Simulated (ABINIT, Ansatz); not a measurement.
Entries from a set of simulations; values are calculated unless marked as measured.

```
! title: A GW chain in ABINIT: KBr (Fm-3m)
! method: RPA screening on LDA, plane waves, norm-conserving pseudopotentials (and 2 further levels or steps)
! program: ABINIT 10.8.3
! settings: cutoff 32 Ha, PseudoDojo scalar-relativistic 0.4.1 standard, norm-conserving, ngkpt (4, 4, 4), nband 222, ecuteps 8 Ha, inclvkb 2, shiftk (0, 0, 0), symchi 1, awtr 1, frequency ppm, 4×4×4 k-mesh
! cost: 5 runs, 4.6 min in all on 4 MPI ranks of Arm Neoverse V2, shared host
! notes: The cell and positions come from the Crystallography Open Database and are kept as given unless a step says otherwise. Limits: no spin-orbit coupling.
! LDA gap: 4.03 eV, direct
! G0W0 gap on the mesh: 6.93 eV
! GW settings: 4×4×4 mesh, 222 bands, screening to 217.7 eV, Godby-Needs plasmon pole
! known limits: short of the basis limit; no spin-orbit coupling
CELL_PARAMETERS angstrom
0.00000 3.30000 3.30000
3.30000 0.00000 3.30000
3.30000 3.30000 0.00000
ATOMIC_POSITIONS crystal
K 0.00000 0.00000 0.00000
Br 0.50000 0.50000 0.50000
```

[Long decimals in the printed logs are rounded to 6 places.]

[Logs are printed without paths, hosts, clocks, repeated set-up lines and the standing remarks that a program may print on its own settings, such as how far it seeks lower states.]

[Paths, hosts, dates, memory and timing lines, banners, echoed tables and standing remarks are left out of the program output; an Ansatz launch command may be rebuilt from the run's recorded settings. Measured values are a selection of at most five: reports struck by readers or far from the other reports are left out. None is set beside runs whose start may be inverted or whose files or cutoffs have a known fault.]

[Runs of the session that timed out or met a known fault of the program may be left out.]

[Hosts, paths, dates, database ids (printed as entryN), source tags and the programs' standing remarks are cut or masked in the printed files.]

[G0W0 gaps are taken among the corrected bands and points alone; a level outside them can change the order at an edge.]

[Where Ansatz stands beside ABINIT at settings called matched, ABINIT's density can come from a denser mesh and the files from another edition; pairs whose starting gaps differed by over 0.03 eV were left out, so agreement reads better than it is.]
